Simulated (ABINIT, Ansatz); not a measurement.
# Quasiparticle gap of SiC (F-43m) in ABINIT, part 2 of 3

Wanted: ground state, empty states, screening and self-energy for SiC (F-43m).

ABINIT 10.8.3; PBE and many-body steps on it, plane waves. Known limits of the many-body steps: not at the basis limit.

So far. Step 2 (Ground state): The gap is indirect, with the least direct gap 3.19 eV higher.

## (3) Bands along the symmetry lines

Level of this step: DFT, PBE, plane waves, norm-conserving pseudopotentials (ABINIT).

Levels along a band path, at the cheap level, show where the edges lie and whether the meshes to come will hold them.

run.abi

```
acell 3*1.0 Angstrom
rprim 
  -0.000000000000 2.179000000000 2.179000000000
  2.179000000000 0.000000000000 2.179000000000
  2.179000000000 2.179000000000 -0.000000000000
ntypat 2
znucl 14 6
natom 2
typat 1 2
xred 
  0.000000000000 0.000000000000 0.000000000000
  0.250000000000 0.250000000000 0.250000000000
pp_dirpath "pseudos"
pseudos "Si.upf, C.upf"
ecut 37
iscf -2
irdden 1
kptopt 0
nkpt 50
kpt 
  0.00000000 0.00000000 0.00000000
  -0.06250000 -0.06250000 0.00000000
  -0.12500000 -0.12500000 0.00000000
  -0.18750000 -0.18750000 0.00000000
  -0.25000000 -0.25000000 0.00000000
  -0.31250000 -0.31250000 0.00000000
  -0.37500000 -0.37500000 0.00000000
  -0.43750000 -0.43750000 0.00000000
  -0.50000000 -0.50000000 0.00000000
  -0.48437500 -0.48437500 0.03125000
  -0.46875000 -0.46875000 0.06250000
  -0.45312500 -0.45312500 0.09375000
  -0.43750000 -0.43750000 0.12500000
  -0.42187500 -0.42187500 0.15625000
  -0.40625000 -0.40625000 0.18750000
  -0.39062500 -0.39062500 0.21875000
  -0.37500000 -0.37500000 0.25000000
  -0.37500000 0.00000000 0.37500000
  -0.32812500 0.00000000 0.32812500
  -0.28125000 0.00000000 0.28125000
  -0.23437500 0.00000000 0.23437500
  -0.18750000 0.00000000 0.18750000
  -0.14062500 0.00000000 0.14062500
  -0.09375000 0.00000000 0.09375000
  -0.04687500 0.00000000 0.04687500
  0.00000000 0.00000000 0.00000000
  0.00000000 0.00000000 0.06250000
  0.00000000 0.00000000 0.12500000
  0.00000000 0.00000000 0.18750000
  0.00000000 0.00000000 0.25000000
  0.00000000 0.00000000 0.31250000
  0.00000000 0.00000000 0.37500000
  0.00000000 0.00000000 0.43750000
  0.00000000 0.00000000 0.50000000
  -0.06250000 -0.03125000 0.46875000
  -0.12500000 -0.06250000 0.43750000
  -0.18750000 -0.09375000 0.40625000
  -0.25000000 -0.12500000 0.37500000
  -0.31250000 -0.15625000 0.34375000
  -0.37500000 -0.18750000 0.31250000
  -0.43750000 -0.21875000 0.28125000
  -0.50000000 -0.25000000 0.25000000
  -0.50000000 -0.28125000 0.21875000
  -0.50000000 -0.31250000 0.18750000
  -0.50000000 -0.34375000 0.15625000
  -0.50000000 -0.37500000 0.12500000
  -0.50000000 -0.40625000 0.09375000
  -0.50000000 -0.43750000 0.06250000
  -0.50000000 -0.46875000 0.03125000
  -0.50000000 -0.50000000 0.00000000
istwfk *1
nband 11
nbdbuf 2
tolwfr 1e-08
nstep 40
prtwf 0
prtvol 0
indata_prefix "in"
outdata_prefix "out"
tmpdata_prefix "tmp"
```

Started as:

```
$ OMP_NUM_THREADS=1 mpirun -n 8 abinit run.abi > log
```

Numbers of over 12 decimals in the logs are rounded to 6 here.

Output:

```text
.Version 10.8.3 of ABINIT. v10.8.2 released Aug 2026.

 Symmetries : space group F-4 3 m (#216); Bravais cF (face-center cubic)
[... echo of the input left out ...]
== DATASET  1 ==================================================================
-   mpi_nproc: 8, omp_nthreads: 1 (-1 if OMP is not activated)

--- !DatasetInfo
iteration_state: {dtset: 1, }
dimensions: {natom: 2, nkpt: 50, mband: 11, nsppol: 1, nspinor: 1, nspden: 1, mpw: 1524, }
cutoff_energies: {ecut:  37.0, pawecutdg:  -1.0, }
electrons: {nelect:   8.00000000E+00, charge:   0.00000000E+00, occopt:   1.00000000E+00, tsmear:   1.00000000E-02, }

 Real(R)+Recip(G) space primitive vectors, cartesian coordinates (Bohr,Bohr^-1):
 R(1)=  0.0000000  4.1177132  4.1177132  G(1)= -0.1214266  0.1214266  0.1214266
 R(2)=  4.1177132  0.0000000  4.1177132  G(2)=  0.1214266 -0.1214266  0.1214266
 R(3)=  4.1177132  4.1177132  0.0000000  G(3)=  0.1214266  0.1214266 -0.1214266
 Unit cell volume ucvol=  1.3963629E+02 bohr^3
 Angles (23,13,12)=  6.00000000E+01  6.00000000E+01  6.00000000E+01 degrees

 getcut: wavevector=  0.0000  0.0000  0.0000  ngfft=  32  32  32
         ecut(hartree)=     37.000   => boxcut(ratio)=   2.00684

--- Pseudopotential description ------------------------------------------------
- Si Generated using ONCVPSP code by D. R. Hamann
- 14.00000   4.00000  171031                  znucl, zion, pspdat
12 -101130 2 -1 1510                          pspcod,pspxc,lmax,lloc,mmax
     nproj     2     2     2
  pspatm : epsatm=    9.34321561
         --- l  ekb(1:nproj) -->
             0    5.168965    0.829883
             1    2.571282    0.578307
             2   -2.427311   -0.488097
 pspatm: atomic psp has been read  and splines computed

- C Generated using ONCVPSP code by D. R. Hamann
-  6.00000   4.00000  171031                  znucl, zion, pspdat
12 -101130 1 -1 1248                          pspcod,pspxc,lmax,lloc,mmax
     nproj     2     2     0
  pspatm : epsatm=    4.31346680
         --- l  ekb(1:nproj) -->
[...]
pspatm: atomic psp has been read  and splines computed

--------------------------------------------------------------------------------

================================================================================
 prteigrs : about to open file out_EIG
 Non-SCF case, kpt    1 (  0.00000  0.00000  0.00000), residuals and eigenvalues=
  7.31E-09  4.96E-09  5.11E-09  9.57E-09  4.44E-09  2.28E-09  5.11E-09  7.08E-09
[...]
-3.1511E-01  2.5118E-01  2.5118E-01  2.5118E-01  4.7989E-01  5.1987E-01
  5.1987E-01  5.1987E-01  7.8510E-01  7.8510E-01  8.5604E-01
 Non-SCF case, kpt    2 ( -0.06250 -0.06250  0.00000), residuals and eigenvalues=
  9.46E-10  3.51E-09  2.94E-09  7.57E-09  2.73E-09  5.13E-09  2.12E-09  7.33E-09
[...]
-3.1136E-01  2.3949E-01  2.4389E-01  2.4389E-01  4.8954E-01  5.1068E-01
[...]
1.01E-09  2.75E-09  3.28E-09  3.77E-09  2.35E-09  4.84E-09  1.51E-09  8.94E-09
[...]
-3.0018E-01  2.1014E-01  2.2553E-01  2.2553E-01  4.7852E-01  5.1628E-01
  5.5867E-01  5.5867E-01  6.7428E-01  8.0189E-01  9.1296E-01
[...]
Non-SCF case, kpt   49 ( -0.50000 -0.46875  0.03125), residuals and eigenvalues=
[...]
-1.3046E-01 -3.4798E-02  1.3098E-01  1.3132E-01  3.0612E-01  4.1484E-01
  7.5986E-01  7.6594E-01  7.9086E-01  9.7615E-01  1.0605E+00
 Non-SCF case, kpt   50 ( -0.50000 -0.50000  0.00000), residuals and eigenvalues=
[...]
-1.3075E-01 -3.5551E-02  1.3389E-01  1.3389E-01  3.0121E-01  4.1043E-01
  7.6569E-01  7.6569E-01  7.9395E-01  9.8755E-01  1.0706E+00

--- !ResultsGS
iteration_state: {dtset: 1, }
comment   : Summary of ground state results
lattice_vectors:
- [ -0.0000000,   4.1177132,   4.1177132, ]
- [  4.1177132,   0.0000000,   4.1177132, ]
- [  4.1177132,   4.1177132,  -0.0000000, ]
lattice_lengths: [   5.82333,    5.82333,    5.82333, ]
lattice_angles: [ 60.000,  60.000,  60.000, ] # degrees, (23, 13, 12)
lattice_volume:   1.3963629E+02
convergence: {deltae:  0.000E+00, res2:  0.000E+00, residm:  9.981E-09, diffor:  0.000E+00, }
etotal    :  -1.02697872E+01
entropy   :   0.00000000E+00
fermie    :   2.51183540E-01
cartesian_stress_tensor: null
pressure_GPa: null
xred      :
- [  0.0000E+00,   0.0000E+00,   0.0000E+00, Si]
- [  2.5000E-01,   2.5000E-01,   2.5000E-01,  C]
cartesian_forces: null
force_length_stats: {min: null, max: null, mean: null, }

 Integrated electronic density in atomic spheres:
 ------------------------------------------------
 Atom  Sphere_radius  Integrated_density
[...]
================================================================================

 ----iterations are completed or convergence reached----

 Mean square residual over all n,k,spin=   47.481E-10; max=  99.808E-10
 reduced coordinates (array xred) for    2 atoms
[...]
cartesian coordinates (angstrom) at end:
    1      0.000000     0.000000     0.000000
    2      1.089500     1.089500     1.089500
 length scales=  1.889726125908  1.889726125908  1.889726125908 bohr
              =  1.000000000000  1.000000000000  1.000000000000 angstroms
 prteigrs : about to open file out_EIG
 Eigenvalues (hartree) for nkpt=  50  k points:
 kpt#   1, nband= 11, wtk=  1.00000, kpt=  0.0000  0.0000  0.0000 (reduced coord)
[...]
kpt#   2, nband= 11, wtk=  1.00000, kpt= -0.0625 -0.0625  0.0000 (reduced coord)
[...]
kpt#   3, nband= 11, wtk=  1.00000, kpt= -0.1250 -0.1250  0.0000 (reduced coord)
[...]
kpt#  49, nband= 11, wtk=  1.00000, kpt= -0.5000 -0.4687  0.0313 (reduced coord)
  -0.13046   -0.03480    0.13098    0.13132    0.30612    0.41484    0.75986    0.76594
   0.79086    0.97615    1.06049
 kpt#  50, nband= 11, wtk=  1.00000, kpt= -0.5000 -0.5000  0.0000 (reduced coord)
  -0.13075   -0.03555    0.13389    0.13389    0.30121    0.41043    0.76569    0.76569
   0.79395    0.98755    1.07056

== END DATASET(S) ==============================================================
================================================================================

 -outvars: echo values of variables after computation  --------
            nband          11
             nkpt          50
          spgroup         216
 [... the other variables as echoed above ...]

 Calculation completed.
```

Wall time 5.5 s (8 MPI ranks of Intel Xeon at 2.80GHz (Skylake/Cascade Lake), shared host); peak memory 0.54 GiB; 42 s of CPU time.

This step gave:

```
gap                        : 1.361 eV
k of the valence top       : 0, 0, 0
k of the conduction bottom : -0.5, -0.5, 0
least direct gap           : 4.553 eV
```

The gap is 1.361 eV, as in the run before at this level.

The electronic bands at the labelled points (eV, zero at the top of the highest filled band; v1 is the highest filled band, c1 the lowest empty one):

| point | v4 | v3 | v2 | v1 | c1 | c2 | c3 | c4 |
| --- | --- | --- | --- | --- | --- | --- | --- | --- |
| Γ | -15.41 | 0.00 | 0.00 | 0.00 | 6.22 | 7.31 | 7.31 | 7.31 |
| halfway | -13.81 | -3.35 | -1.94 | -1.94 | 4.06 | 6.35 | 10.58 | 10.58 |
| X | -10.39 | -7.80 | -3.19 | -3.19 | 1.36 | 4.33 | 14.00 | 14.00 |
| halfway | -10.34 | -7.64 | -4.23 | -3.04 | 2.10 | 5.31 | 13.33 | 13.54 |
| U | -10.39 | -7.28 | -5.55 | -2.60 | 3.11 | 7.78 | 11.84 | 12.45 |
| jump to K | -10.39 | -7.28 | -5.55 | -2.60 | 3.11 | 7.78 | 11.84 | 12.45 |
| halfway | -13.64 | -4.48 | -2.93 | -0.54 | 6.77 | 7.84 | 8.25 | 9.05 |
| Γ | -15.41 | 0.00 | 0.00 | 0.00 | 6.22 | 7.31 | 7.31 | 7.31 |
| halfway | -14.21 | -4.30 | -0.61 | -0.61 | 5.99 | 7.91 | 7.91 | 9.35 |
| L | -11.84 | -8.54 | -1.05 | -1.05 | 5.43 | 7.23 | 7.23 | 10.05 |
| halfway | -11.20 | -7.83 | -3.71 | -2.26 | 5.25 | 7.28 | 10.15 | 11.00 |
| W | -10.16 | -7.03 | -4.99 | -4.69 | 5.21 | 9.44 | 9.45 | 9.79 |
| halfway | -10.28 | -7.49 | -4.07 | -4.05 | 3.06 | 6.02 | 11.94 | 13.32 |
| X | -10.39 | -7.80 | -3.19 | -3.19 | 1.36 | 4.33 | 14.00 | 14.00 |

The electronic bands as a text plot (rows in eV, shown from -8.0 to 7.4 only):

```
    7.0 |+++++           +      ++++++++        +++++++
    6.4 |++++ ++                     +++++++
    5.8 |       ++      +     ++            +++++ ++++       +
    5.1 |    +    +    +    ++                   +    ++++++  +
    4.5 |          ++++                                     +  ++
    3.8 |     ++           +
    3.2 |       ++        +                                  +
    2.6 |               ++                                    +
    1.9 |         +   ++                                       +
    1.3 |          +++                                          +
    0.6 |
    0.0 |**                      **********
   -0.6 |  **                   *  ***  *  *****
   -1.3 |  ***              ****         **     *****
   -1.9 |    ***           *     ****               **
   -2.6 |       ***      **                *         **
   -3.2 |     **   ******       ***                    *       **
   -3.8 |                     **                      * *    **
   -4.5 |       **     **       *           *          * ****
   -5.1 |                *  **                          ****
   -5.8 |         *       **  **             **
   -6.4 |                   **
   -7.0 |          **     **                   *        *****
   -7.7 |            *****                            **     ****
         Γ           X  U|K            Γ         L        W     X
```

## (4) Empty states on the mesh, 8×8×8 mesh, 387 bands

The sums over transitions need many empty states on a uniform mesh; this step solves for them.

run.abi

```
acell 3*1.0 Angstrom
rprim 
  -0.000000000000 2.179000000000 2.179000000000
  2.179000000000 0.000000000000 2.179000000000
  2.179000000000 2.179000000000 -0.000000000000
ntypat 2
znucl 14 6
natom 2
typat 1 2
xred 
  0.000000000000 0.000000000000 0.000000000000
  0.250000000000 0.250000000000 0.250000000000
pp_dirpath "pseudos"
pseudos "Si.upf, C.upf"
ecut 37
ngkpt 8 8 8
nshiftk 1
shiftk 0 0 0
kptopt 1
chksymbreak 0
irdden 1
istwfk *1
nband 387
prtvol 0
optdriver 6
gwr_task "HDIAGO"
paral_kgb 0
occopt 1
indata_prefix "in"
outdata_prefix "out"
tmpdata_prefix "tmp"
```

Output:

```text
[banner, memory and clock lines left out]
.Version 10.8.3 of ABINIT. v10.8.2 released Aug 2026.

 Symmetries : space group F-4 3 m (#216); Bravais cF (face-center cubic)
[... echo of the input left out ...]
== DATASET  1 ==================================================================
-   mpi_nproc: 8, omp_nthreads: 1 (-1 if OMP is not activated)

--- !DatasetInfo
iteration_state: {dtset: 1, }
dimensions: {natom: 2, nkpt: 29, mband: 387, nsppol: 1, nspinor: 1, nspden: 1, mpw: 1524, }
cutoff_energies: {ecut:  37.0, pawecutdg:  -1.0, }
electrons: {nelect:   8.00000000E+00, charge:   0.00000000E+00, occopt:   1.00000000E+00, tsmear:   1.00000000E-02, }

.Using double precision arithmetic; gwpc =  8

- Reading GS density from: in_DEN

--- Pseudopotential description ------------------------------------------------
- Si Generated using ONCVPSP code by D. R. Hamann
- 14.00000   4.00000  171031                  znucl, zion, pspdat
12 -101130 2 -1 1510                          pspcod,pspxc,lmax,lloc,mmax
     nproj     2     2     2
  pspatm : epsatm=    9.34321561
         --- l  ekb(1:nproj) -->
             0    5.168965    0.829883
             1    2.571282    0.578307
             2   -2.427311   -0.488097
 pspatm: atomic psp has been read  and splines computed

- C Generated using ONCVPSP code by D. R. Hamann
-  6.00000   4.00000  171031                  znucl, zion, pspdat
12 -101130 1 -1 1248                          pspcod,pspxc,lmax,lloc,mmax
     nproj     2     2     0
  pspatm : epsatm=    4.31346680
         --- l  ekb(1:nproj) -->
             0    6.481548    0.385504
             1   -4.199961   -0.877517
 pspatm: atomic psp has been read  and splines computed

   1.09253459E+02                                ecore*ucvol(ha*bohr**3)

 Total charge density [el/Bohr^3]
)     Maximum=    2.7627E-01  at reduced coord.    0.1875    0.2188    0.4063
)     Minimum=    1.3992E-03  at reduced coord.    0.0000    0.0000    0.0000
   Integrated=    8.0000E+00

 === KS gaps after direct diagonalization ===
 Indirect band gap semiconductor
 Fundamental gap:     1.361 (eV)
   VBM:     6.835 (eV) at k: [ 0.0000E+00,  0.0000E+00,  0.0000E+00]
   CBM:     8.196 (eV) at k: [ 5.0000E-01,  5.0000E-01,  0.0000E+00]
 Direct gap:         4.553 (eV) at k: [ 5.0000E-01,  5.0000E-01,  0.0000E+00]

== END DATASET(S) ==============================================================

 -outvars: echo values of variables after computation  --------
           etotal      0.0000000000E+00
            nband         387
             nkpt          29
          spgroup         216
 [... the other variables as echoed above ...]

 Calculation completed.
```

Wall time 13 s (8 MPI ranks); peak memory 1.4 GiB; 1.8 min of CPU time.

Numbers from this step:

```
gap                                                           : 1.361 eV
k of the valence top                                          : 0, 0, 0
k of the conduction bottom                                    : 0.5, 0.5, 0
least direct gap                                              : 4.553 eV
k points computed                                             : 29
lowest point of the top converged band, above the valence top : 377.4434 eV
```

On this mesh the gap is 1.361 eV.

## (5) Screening, 8×8×8 mesh, 379 bands, screening to 435.4 eV

The RPA dielectric matrix is built and inverted for each q.

This step: RPA screening on PBE, plane waves, norm-conserving pseudopotentials.

run.abi, as its differences from that of step 4:

```diff
@@ -20,10 +20,11 @@
 chksymbreak 0
-irdden 1
 istwfk *1
-nband 387
-prtvol 0
-optdriver 6
-gwr_task "HDIAGO"
-paral_kgb 0
 occopt 1
+irdwfk 1
+optdriver 3
+nband 379
+ecuteps 16
+inclvkb 2
+awtr 1
+symchi 1
 indata_prefix "in"
```

Output:

```text
.Version 10.8.3 of ABINIT. v10.8.2 released Aug 2026.

 Symmetries : space group F-4 3 m (#216); Bravais cF (face-center cubic)
[... echo of the input left out ...]
== DATASET  1 ==================================================================
-   mpi_nproc: 8, omp_nthreads: 1 (-1 if OMP is not activated)

--- !DatasetInfo
iteration_state: {dtset: 1, }
dimensions: {natom: 2, nkpt: 29, mband: 379, nsppol: 1, nspinor: 1, nspden: 1, mpw: 1524, }
cutoff_energies: {ecut:  37.0, pawecutdg:  -1.0, }
electrons: {nelect:   8.00000000E+00, charge:   0.00000000E+00, occopt:   1.00000000E+00, tsmear:   1.00000000E-02, }

 SCREENING: Calculation of the susceptibility and dielectric matrices

 Based on a program developped by R.W. Godby, V. Olevano, G. Onida, and L. Reining.
 Incorporated in ABINIT by V. Olevano, G.-M. Rignanese, and M. Torrent.
.Using double precision arithmetic ; gwpc =  8

[... cell and pseudopotentials left out ...]
--------------------------------------------------------------------------------

 ==== K-mesh for the wavefunctions ====
 Number of points in the irreducible wedge :    29
[... list of points left out ...]
 Together with 24 symmetry operations and time-reversal symmetry
 yields   512 points in the full Brillouin Zone.

 ==== Q-mesh for the screening function ====
 Number of points in the irreducible wedge :    29
[... list of points left out ...]
 Together with 24 symmetry operations and time-reversal symmetry
 yields   512 points in the full Brillouin Zone.

 setmesh: FFT mesh size selected  =    25x   25x   25
          total number of points  =        15625

 vcoul_init : cutoff-mode = AUXILIARY_FUNCTION
 q-points for optical limit:   1
     1)      0.000010    0.000020    0.000030

- screening: taking advantage of time-reversal symmetry
- Maximum band index for partially occupied states nbvw = 4
- Remaining bands to be divided among processors   nbcw = 375
- Number of bands treated by each node ~46

 Number of electrons calculated from density =    8.0000; Expected =    8.0000
 average of density, n =  0.057292
 r_s =    1.6092
 omega_plasma =   23.0888 [eV]

 calculating chi0 at frequencies [eV] :
  1    0.000000E+00    0.000000E+00
  2    0.000000E+00    2.308880E+01

--------------------------------------------------------------------------------
  q-point number  1        q = ( 0.000000, 0.000000, 0.000000) [r.l.u.]
--------------------------------------------------------------------------------
[... chi0 elements left out ...]
 For q-point:  0.000010 0.000020 0.000030
  dielectric constant =   6.6705
  dielectric constant without local fields =   7.3105

  Average fulfillment of the sum rule on Im[epsilon] for q-point    1 :     98.05  [%]
[... wings left out ...]
  q-point number  2        q = ( 0.125000, 0.000000, 0.000000) [r.l.u.]
--------------------------------------------------------------------------------
[... chi0 elements left out ...]
  Average fulfillment of the sum rule on Im[epsilon] for q-point    2 :     98.33  [%]

 [... 27 further q-points ...]
```

Run time: 10 min. Hardware: 8 MPI ranks; peak memory 6.1 GiB; 83 min of CPU time.

This step gave:

- ε∞ with local fields, on this mesh, along the program's q direction: 6.670
- the same without local fields: 7.311
- plasma frequency: 23.09 eV
- plane waves in the screening matrix: 411

Local fields lower ε∞ by 9 %.

(Part 2 of 3 ends here.)

[Paths, hosts, dates, memory and timing lines, banners, echoed tables and standing remarks are left out of the program output.]

[Logs are printed without paths, hosts, clocks, repeated set-up lines and the standing remarks that a program may print on its own settings, such as how far it seeks lower states.]

[Runs of the session that timed out or met a known fault of the program may be left out.]

[Hosts, paths, dates, database ids (printed as entryN), source tags and the programs' standing remarks are cut or masked in the printed files.]

[G0W0 gaps are taken among the corrected bands and points alone; a level outside them can change the order at an edge.]

[Where Ansatz stands beside ABINIT at settings called matched, ABINIT's density can come from a denser mesh and the files from another edition; pairs whose starting gaps differed by over 0.03 eV were left out, so agreement reads better than it is.]
